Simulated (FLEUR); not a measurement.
**E(M) of TiBr2**

Aim: the energy of TiBr2 as a function of its total spin moment.

Method: PBEsol; all-electron FLAPW, Dirac cores, scalar-relativistic bands, in FLEUR MaX-R8.1.

The database entry behind the starting cell has ideal inner coordinates that were not refined, so it need not match the best structure at ambient conditions.

### 1. Starting point

Symmetry: P-3m1, No. 164, trigonal system. Conventional cell: a = 3.629 Å, b = 3.629 Å, c = 6.492 Å, α = 90.00°, β = 90.00°, γ = 120.00°. Ti has 6 Br at 2.65 Å nearest. Nearest to Br lie 3 Ti at 2.65 Å. Farther neighbours and most contacts between anions are not listed.

### 2. Unconstrained state

The free run tells which range of moments is worth scanning.

inpgen writes inp.xml from crystal.txt; cutoffs, mixing, functional, smearing and local orbitals are then set in the file. The k list default-1 (kpts.xml, not shown) is a Γ-centred 8×8×4 mesh; where the ranks do not divide the number of points, some are split in two of half the weight.

File inp.xml:

```
<?xml version="1.0" encoding="UTF-8" standalone="no"?>
<fleurInput fleurInputVersion="0.39">
   <comment>
      TiBr2
   </comment>
   <calculationSetup>
      <cutoffs Kmax="3.6" Gmax="10.8" GmaxXC="10.8" numbands="0"/>
      <scfLoop itmax="90" minDistance="0.00002" maxIterBroyd="15" imix="Anderson" alpha="0.05" precondParam="0.0" spinf="2.0" sdNocoIR="T"/>
      <coreElectrons ctail="T" frcor="F" kcrel="0" coretail_lmax="0"/>
      <xcFunctional name="PBEs" relativisticCorrections="F"/>
      <magnetism jspins="2"/>
      <soc l_soc="F" theta="0.0" phi="0.0" spav="F"/>
      <expertModes spex="0" secvar="F"/>
      <geometryOptimization l_f="F" forcealpha="1.0" forcemix="BFGS" epsdisp="0.00001" epsforce="0.00001"/>
      <ldaU l_linMix="F" mixParam="0.05" spinf="1.0"/>
   </calculationSetup>
   <cell>
      <bzIntegration valenceElectrons="26.0" mode="hist" fermiSmearingEnergy="0.00110248">
         <kPointListSelection listName="default-1"/>
         <xi:include xmlns:xi="http://www.w3.org/2001/XInclude" href="kpts.xml"> </xi:include>
      </bzIntegration>
      <xi:include xmlns:xi="http://www.w3.org/2001/XInclude" href="sym.xml"> </xi:include>
      <bulkLattice scale="1.0">
         <bravaisMatrix>
            <row-1>    6.8578161061356049     0.0000000000000000     0.0000000000000000</row-1>
            <row-2>   -3.4289080530678024     5.9390429623834056     0.0000000000000000</row-2>
            <row-3>    0.0000000000000000     0.0000000000000000    12.2681020009032000</row-3>
         </bravaisMatrix>
      </bulkLattice>
   </cell>
   <atomSpecies>
      <species name="Titanium (1.001" element="Ti" atomicNumber="22">
         <mtSphere radius="2.44" gridPoints="807" logIncrement="0.015"/>
         <atomicCutoffs lmax="10" lnonsphr="8"/>
         <electronConfig flipSpins="F">
            <coreConfig>(1s1/2) (2s1/2) (2p1/2) (2p3/2)</coreConfig>
            <valenceConfig>(3s1/2) (3p1/2) (3p3/2) (4s1/2) (3d3/2) (3d5/2)</valenceConfig>
            <stateOccupation state="(3d3/2)" spinUp="0.4" spinDown="0.4"/>
            <stateOccupation state="(3d5/2)" spinUp="1.1005" spinDown="0.0995"/>
         </electronConfig>
         <energyParameters s="4" p="4" d="3" f="4"/>
         <lo type="SCLO" l="0" n="3" eDeriv="0"/>
         <lo type="SCLO" l="1" n="3" eDeriv="0"/>
      </species>
      <species name="Bromine (Br)" element="Br" atomicNumber="35">
         <mtSphere radius="2.44" gridPoints="807" logIncrement="0.016"/>
         <atomicCutoffs lmax="10" lnonsphr="8"/>
         <electronConfig flipSpins="F">
            <coreConfig>(1s1/2) (2s1/2) (2p1/2) (2p3/2) (3s1/2) (3p1/2) (3p3/2) (3d3/2) (3d5/2)</coreConfig>
            <valenceConfig>(4s1/2) (4p1/2) (4p3/2)</valenceConfig>
            <stateOccupation state="(4p1/2)" spinUp="0.833333" spinDown="0.833333"/>
            <stateOccupation state="(4p3/2)" spinUp="1.666667" spinDown="1.666667"/>
         </electronConfig>
         <energyParameters s="4" p="4" d="4" f="4"/>
      </species>
   </atomSpecies>
   <atomGroups>
      <atomGroup species="Titanium (1.001">
         <relPos label="                   1">.0000000000 .0000000000 .0000000000</relPos>
         <force calculate="T" relaxXYZ="TTT"/>
      </atomGroup>
      <atomGroup species="Bromine (Br)">
         <relPos label="                   2">1.000/3.000 -1.000/3.000 1.000/4.000</relPos>
         <relPos label="                   3">-1.000/3.000 1.000/3.000 -1.000/4.000</relPos>
         <force calculate="T" relaxXYZ="TTT"/>
      </atomGroup>
   </atomGroups>
   <output dos="F" band="F" slice="F">
      <bandDOS minEnergy="-.5*Htr" maxEnergy="0.5*Htr" sigma="0.015" storeEVData="T"/>
      <plotting iplot="0" polar="F">
         <plot TwoD="T" vec1="  1.0  0.0  0.0" vec2="  0.0  1.0  0.0" vec3="  0.0  0.0  1.0" zero="  0.0  0.0  0.0" file="plot"/>
      </plotting>
      <moessbauerParams electricFieldGradient="F" isomerShift="F" coreHyperfine="F" valenceHyperfine="F"/>
   </output>
</fleurInput>
```

File crystal.txt:

```
TiBr2
&input film=F cartesian=F /
3.62899999998  0.00000000000  0.00000000000
-1.81449999999  3.14280619031  0.00000000000
0.00000000000  0.00000000000  6.49200000000
1.8897261246
1.0 1.0 1.0

3
22 0.00000000000  0.00000000000  0.00000000000 : 1.001
35 0.33333333333  0.66666666667  0.25000000000
35 0.66666666667  0.33333333333  0.75000000000

&kpt div1=8 div2=8 div3=4 gamma=T /
```

Started as:

```sh
> OMP_NUM_THREADS=1 inpgen -f crystal.txt > inpgen.log  # inp.xml is then edited as shown
> OMP_NUM_THREADS=1 mpirun -n 4 fleur_MPI > fleur.log
```

Log:

```text
Welcome to FLEUR        (www.flapw.de)
      MaX-Release 8.1          (www.max-centre.eu)

 ========== k-point set info ==========
 Selected k-point list: default-1
 k-point list type: mesh
 0 x 0 x 0
 Number of k points: 36

 ------------Calculation Setup---------------------------
 Number of MPI-tasks      :            4
 Number of PE/node        :            4
 Number of OMP-threads    :            1
 k-points in parallel     :            4
 pe's per k-point         :            1
 No of k-point loops      :            9
 Eigenvalue solver        :       lapack
 Number of basis functions:          420
 Approximate size of matrices (H+S) per k-point:         0.003 GB
 --------------------------------------------------------
 Iteration:     1   Distance:       6.29197388 me/bohr^3
 Iteration:     2   Distance:       5.53843758 me/bohr^3
 Iteration:     3   Distance:       4.08978519 me/bohr^3
 Iteration:     4   Distance:       2.24792668 me/bohr^3
 Iteration:     5   Distance:       1.55896640 me/bohr^3
 Iteration:     6   Distance:       0.65384038 me/bohr^3
 Iteration:     7   Distance:       0.62344198 me/bohr^3
 Iteration:     8   Distance:       0.48016149 me/bohr^3
 Iteration:     9   Distance:       0.38719312 me/bohr^3
 Iteration:    10   Distance:       0.24257326 me/bohr^3
[... 30 iterations left out ...]
 Iteration:    41   Distance:       0.00651981 me/bohr^3
 Iteration:    42   Distance:       0.00224987 me/bohr^3
 Iteration:    43   Distance:       0.00035712 me/bohr^3
 Iteration:    44   Distance:       0.00032954 me/bohr^3
 Iteration:    45   Distance:       0.00015233 me/bohr^3
 Iteration:    46   Distance:       0.00013661 me/bohr^3
 Iteration:    47   Distance:       0.00007698 me/bohr^3
 Iteration:    48   Distance:       0.00003043 me/bohr^3
 Iteration:    49   Distance:       0.00004517 me/bohr^3
 Iteration:    50   Distance:       0.00000864 me/bohr^3

 ********************************************************************
 Run finished successfully
 Stop message:
   all done
 ********************************************************************

--- out.xml (last complete iteration) ---
<iteration numberForCurrentRun="   50" overallNumber="   50">
         [... left out ...]
         <bandgap value="0.0141569862" units="eV"/>
         <sumValenceSingleParticleEnergies value="-10.4649673803" units="Htr"/>
         <FermiEnergy value="0.2328797738" units="Htr"/>
         <valenceDensity>
            <mtCharges spin="1">
               <mtCharge atomType="1" total="5.8402421" s="1.0824147" p="3.0699373" d="1.6691325" f="0.0156946"/>
               <mtCharge atomType="2" total="2.8320281" s="0.8780429" p="1.9115240" d="0.0354705" f="0.0056953"/>
            </mtCharges>
            <mtCharges spin="2">
               <mtCharge atomType="1" total="4.5457569" s="1.0718664" p="3.0604869" d="0.3962720" f="0.0138185"/>
               <mtCharge atomType="2" total="2.8160173" s="0.8781650" p="1.9185160" d="0.0168275" f="0.0019595"/>
            </mtCharges>
            <spinDependentCharge spin="1" total="13.8219877" interstitial="2.3176894" mtSpheres="11.5042983"/>
            <spinDependentCharge spin="2" total="12.1780123" interstitial="2.0002208" mtSpheres="10.1777915"/>
            <totalCharge value="26.0000000000"/>
         </valenceDensity>
         [... left out ...]
         <allElectronCharges>
            <spinDependentCharge spin="1" total="46.8219877" interstitial="2.3194281" mtSpheres="44.5025596"/>
            <spinDependentCharge spin="2" total="45.1780123" interstitial="2.0019582" mtSpheres="43.1760541"/>
            <totalCharge value="91.9999999584"/>
         </allElectronCharges>
         <magneticMomentsInMTSpheres units="muBohr">
            <globalMagMoment atomType="1" vec="0.00000   0.00000   1.29449"/>
            <localMagMoment atomType="1" vec="0.00000   0.00000   1.29449"/>
            <globalMagMoment atomType="2" vec="0.00000   0.00000   0.01601"/>
            <localMagMoment atomType="2" vec="0.00000   0.00000   0.01601"/>
         </magneticMomentsInMTSpheres>
         <moessbauerParams unitsHFF="kG" unitsIS="e/bohr^3" unitsEFG="Htr/bohr^2">
         </moessbauerParams>
         <totalEnergy value="    -6062.8531921552" units="Htr">
            <sumOfEigenvalues value="    -3523.7711804586">
               <coreElectrons value="-3513.3062130782"/>
               <valenceElectrons value="-10.4649673803"/>
            </sumOfEigenvalues>
            <densityCoulombPotentialIntegral value="-9434.7638577129"/>
            <densityEffectivePotentialIntegral value="-9726.4422122051"/>
            <chargeDenXCDenIntegral value="-222.3842269567"/>
            <FockExchangeEnergyValence value="0.0000000000"/>
            <FockExchangeEnergyCore value="0.0000000000"/>
            <atomTypeDependentContributions atomType="1">
               <electronNucleiInteractionDifferentMTs value="1010.4045633518"/>
               <MadelungTerm value="-8.6924653397"/>
            </atomTypeDependentContributions>
            <atomTypeDependentContributions atomType="2">
               <electronNucleiInteractionDifferentMTs value="6280.0205659437"/>
               <MadelungTerm value="-26.6404734535"/>
            </atomTypeDependentContributions>
            <tkbTimesEntropy value="0.0002559986"/>
            <freeEnergy value="-6062.8534481538"/>
            <extrapolationTo0K value="-6062.8533201545"/>
         </totalEnergy>
         <densityConvergence units="me/bohr^3">
            <chargeDensity spin="1" distance="0.0000075848"/>
            <chargeDensity spin="2" distance="0.0000038475"/>
            <overallChargeDensity distance="0.0000086359"/>
            <spinDensity distance="0.0000083718"/>
         </densityConvergence>
      </iteration>
```

The job ended after 64 s (4 MPI ranks of Intel Xeon Platinum 8488C (Sapphire Rapids), shared host; peak memory 0.31 GiB; 4.2 min of CPU time).

Spin moment in the muffin-tin sphere by atom:

| atom | spin moment in the muffin-tin sphere (μB) |
| --- | --- |
| Ti1 | 1.29 |
| Br2 | 0.02 |
| Br3 | 0.02 |

This step gave:

| Quantity | Value |
| --- | --- |
| free energy | -164978.6469 eV |
| program's band gap on this mesh (in a metal only a level spacing) | 0.01416 eV |
| magnetization | 1.644 μB |
| final state | ferromagnetic |

After 50 cycles the largest moment stands at 1.29 μB.

### 3. No spin polarisation

inp.xml, as its differences from that of step 2:

```diff
@@ -10,3 +10,3 @@
       <xcFunctional name="PBEs" relativisticCorrections="F"/>
-      <magnetism jspins="2"/>
+      <magnetism jspins="1"/>
       <soc l_soc="F" theta="0.0" phi="0.0" spav="F"/>
@@ -31,3 +31,3 @@
    <atomSpecies>
-      <species name="Titanium (1.001" element="Ti" atomicNumber="22">
+      <species name="Titanium (Ti)" element="Ti" atomicNumber="22">
          <mtSphere radius="2.44" gridPoints="807" logIncrement="0.015"/>
@@ -37,4 +37,4 @@
             <valenceConfig>(3s1/2) (3p1/2) (3p3/2) (4s1/2) (3d3/2) (3d5/2)</valenceConfig>
-            <stateOccupation state="(3d3/2)" spinUp="0.4" spinDown="0.4"/>
-            <stateOccupation state="(3d5/2)" spinUp="1.1005" spinDown="0.0995"/>
+            <stateOccupation state="(3d3/2)" spinUp="0.400000" spinDown="0.400000"/>
+            <stateOccupation state="(3d5/2)" spinUp="0.600000" spinDown="0.600000"/>
          </electronConfig>
@@ -57,3 +57,3 @@
    <atomGroups>
-      <atomGroup species="Titanium (1.001">
+      <atomGroup species="Titanium (Ti)">
          <relPos label="                   1">.0000000000 .0000000000 .0000000000</relPos>
```

crystal.txt, as its differences from that of step 2:

```diff
@@ -9,3 +9,3 @@
 3
-22 0.00000000000  0.00000000000  0.00000000000 : 1.001
+22 0.00000000000  0.00000000000  0.00000000000
 35 0.33333333333  0.66666666667  0.25000000000
```

Log:

```text
[banner, memory and clock lines left out]
Welcome to FLEUR        (www.flapw.de)
      MaX-Release 8.1          (www.max-centre.eu)

 ========== k-point set info ==========
 Selected k-point list: default-1
 k-point list type: mesh
 0 x 0 x 0
 Number of k points: 36

 [... set-up left out ...]
 Iteration:     1   Distance:       6.51802187 me/bohr^3
 Iteration:     2   Distance:       5.69146836 me/bohr^3
 Iteration:     3   Distance:       4.14633476 me/bohr^3
 Iteration:     4   Distance:       2.32618619 me/bohr^3
 Iteration:     5   Distance:       1.59818638 me/bohr^3
 Iteration:     6   Distance:       0.58922475 me/bohr^3
 Iteration:     7   Distance:       0.61080924 me/bohr^3
 Iteration:     8   Distance:       0.05928660 me/bohr^3
[... lines left out ...]
 Iteration:    14   Distance:       0.00102037 me/bohr^3
 Iteration:    15   Distance:       0.00034314 me/bohr^3
 Iteration:    16   Distance:       0.00030267 me/bohr^3
 Iteration:    17   Distance:       0.00012355 me/bohr^3
 Iteration:    18   Distance:       0.00002546 me/bohr^3
 Iteration:    19   Distance:       0.00000553 me/bohr^3

 ********************************************************************
 Run finished successfully
 Stop message:
   all done
 ********************************************************************

--- out.xml (last complete iteration) ---
<iteration numberForCurrentRun="   19" overallNumber="   19">
         [... left out ...]
         <bandgap value="0.0335876350" units="eV"/>
         <sumValenceSingleParticleEnergies value="-10.5607635379" units="Htr"/>
         <FermiEnergy value="0.2291819317" units="Htr"/>
         [... left out ...]
         <totalEnergy value="    -6062.8514223108" units="Htr">
            <sumOfEigenvalues value="    -3524.1383307323">
               <coreElectrons value="-3513.5775671945"/>
               <valenceElectrons value="-10.5607635379"/>
            </sumOfEigenvalues>
         [... left out ...]
            <freeEnergy value="-6062.8518118594"/>
            <extrapolationTo0K value="-6062.8516170851"/>
         </totalEnergy>
         <densityConvergence units="me/bohr^3">
            <chargeDensity spin="1" distance="0.0000055268"/>
         </densityConvergence>
      </iteration>
```

It took 15 s on 4 MPI ranks; peak memory 0.27 GiB.

This step gave:

| Item | Value |
| --- | --- |
| free energy | -164978.6024 eV |
| program's band gap on this mesh (in a metal only a level spacing) | 0.03359 eV |
| final state | non-magnetic (no spin polarisation) |

Its energy lies +44.5 meV a cell from the free run's.

### 4. Moment fixed at 1.496 μB

Two Fermi energies hold the total moment; the run starts from the free run's density.

inp.xml, as its differences from that of step 3:

```diff
@@ -10,3 +10,3 @@
       <xcFunctional name="PBEs" relativisticCorrections="F"/>
-      <magnetism jspins="1"/>
+      <magnetism jspins="2" fixed_moment="1.496"/>
       <soc l_soc="F" theta="0.0" phi="0.0" spav="F"/>
@@ -31,3 +31,3 @@
    <atomSpecies>
-      <species name="Titanium (Ti)" element="Ti" atomicNumber="22">
+      <species name="Titanium (1.001" element="Ti" atomicNumber="22">
          <mtSphere radius="2.44" gridPoints="807" logIncrement="0.015"/>
@@ -37,4 +37,4 @@
             <valenceConfig>(3s1/2) (3p1/2) (3p3/2) (4s1/2) (3d3/2) (3d5/2)</valenceConfig>
-            <stateOccupation state="(3d3/2)" spinUp="0.400000" spinDown="0.400000"/>
-            <stateOccupation state="(3d5/2)" spinUp="0.600000" spinDown="0.600000"/>
+            <stateOccupation state="(3d3/2)" spinUp="0.4" spinDown="0.4"/>
+            <stateOccupation state="(3d5/2)" spinUp="1.1005" spinDown="0.0995"/>
          </electronConfig>
@@ -57,3 +57,3 @@
    <atomGroups>
-      <atomGroup species="Titanium (Ti)">
+      <atomGroup species="Titanium (1.001">
          <relPos label="                   1">.0000000000 .0000000000 .0000000000</relPos>
```

Started as:

```sh
> OMP_NUM_THREADS=1 mpirun -n 4 fleur_MPI > fleur.log
```

Log:

```text
[banner, memory and clock lines left out]
Welcome to FLEUR        (www.flapw.de)
      MaX-Release 8.1          (www.max-centre.eu)

 ========== k-point set info ==========
 Selected k-point list: default-1
 k-point list type: mesh
 0 x 0 x 0
 Number of k points: 36

 [... set-up left out ...]
 Iteration:     1   Distance:       1.02201518 me/bohr^3
 Iteration:     2   Distance:       0.96730947 me/bohr^3
 Iteration:     3   Distance:       0.25947245 me/bohr^3
 Iteration:     4   Distance:       0.05427110 me/bohr^3
 Iteration:     5   Distance:       0.06297997 me/bohr^3
 Iteration:     6   Distance:       0.02862395 me/bohr^3
 Iteration:     7   Distance:       0.01012867 me/bohr^3
 Iteration:     8   Distance:       0.00720854 me/bohr^3
 Iteration:     9   Distance:       0.00211775 me/bohr^3
 Iteration:    10   Distance:       0.00076254 me/bohr^3
 Iteration:    11   Distance:       0.00065965 me/bohr^3
 Iteration:    12   Distance:       0.00012631 me/bohr^3
 Iteration:    13   Distance:       0.00003091 me/bohr^3
 Iteration:    14   Distance:       0.00002549 me/bohr^3
 Iteration:    15   Distance:       0.00001035 me/bohr^3

 ********************************************************************
 Run finished successfully
 Stop message:
   all done
 ********************************************************************

--- out.xml (last complete iteration) ---
<iteration numberForCurrentRun="   15" overallNumber="   65">
         [... left out ...]
         <bandgap value="0.0842201400" units="eV"/>
         <sumValenceSingleParticleEnergies value="-5.1840979089" units="Htr"/>
         <bandgap value="0.0250229389" units="eV"/>
         <sumValenceSingleParticleEnergies value="-10.4838933444" units="Htr"/>
         <FermiEnergy value="0.2320684834" units="Htr"/>
         <FixedTotalMoment fermiEnergyUp="0.2311584703" fermiEnergyDown="0.2320684834" units="Htr"/>
         [... left out ...]
         <magneticMomentsInMTSpheres units="muBohr">
            <globalMagMoment atomType="1" vec="0.00000   0.00000   1.18401"/>
            <globalMagMoment atomType="2" vec="0.00000   0.00000   0.01388"/>
         </magneticMomentsInMTSpheres>
         [... left out ...]
         <totalEnergy value="    -6062.8531454064" units="Htr">
            <sumOfEigenvalues value="    -3523.8377969800">
               <coreElectrons value="-3513.3539036355"/>
               <valenceElectrons value="-10.4838933444"/>
            </sumOfEigenvalues>
         [... left out ...]
            <freeEnergy value="-6062.8534303945"/>
            <extrapolationTo0K value="-6062.8532879004"/>
         </totalEnergy>
         <densityConvergence units="me/bohr^3">
            <chargeDensity spin="1" distance="0.0000065561"/>
            <chargeDensity spin="2" distance="0.0000066524"/>
            <overallChargeDensity distance="0.0000103460"/>
            <spinDensity distance="0.0000082118"/>
         </densityConvergence>
      </iteration>
```

The job ended after 21 s (4 MPI ranks; peak memory 0.3 GiB).

Numbers from this step:

```
magnetization : 1.496 μB
```

Its energy lies +0.5 meV a cell from the free run's.

(Continued in part 2 of 2.)

[Logs and program files are shortened in this print: banners, set-up blocks, solver, clock and traceback lines can be left out without a mark of their own.]

[Logs are printed without paths, hosts, clocks, repeated set-up lines and the standing remarks that a program may print on its own settings, such as how far it seeks lower states.]

[Hosts, paths, dates, database ids (printed as entryN), source tags and the programs' standing remarks are cut or masked in the printed files.]

[Where a cell is said to come from a database of computed structures, the database is the Materials Project.]
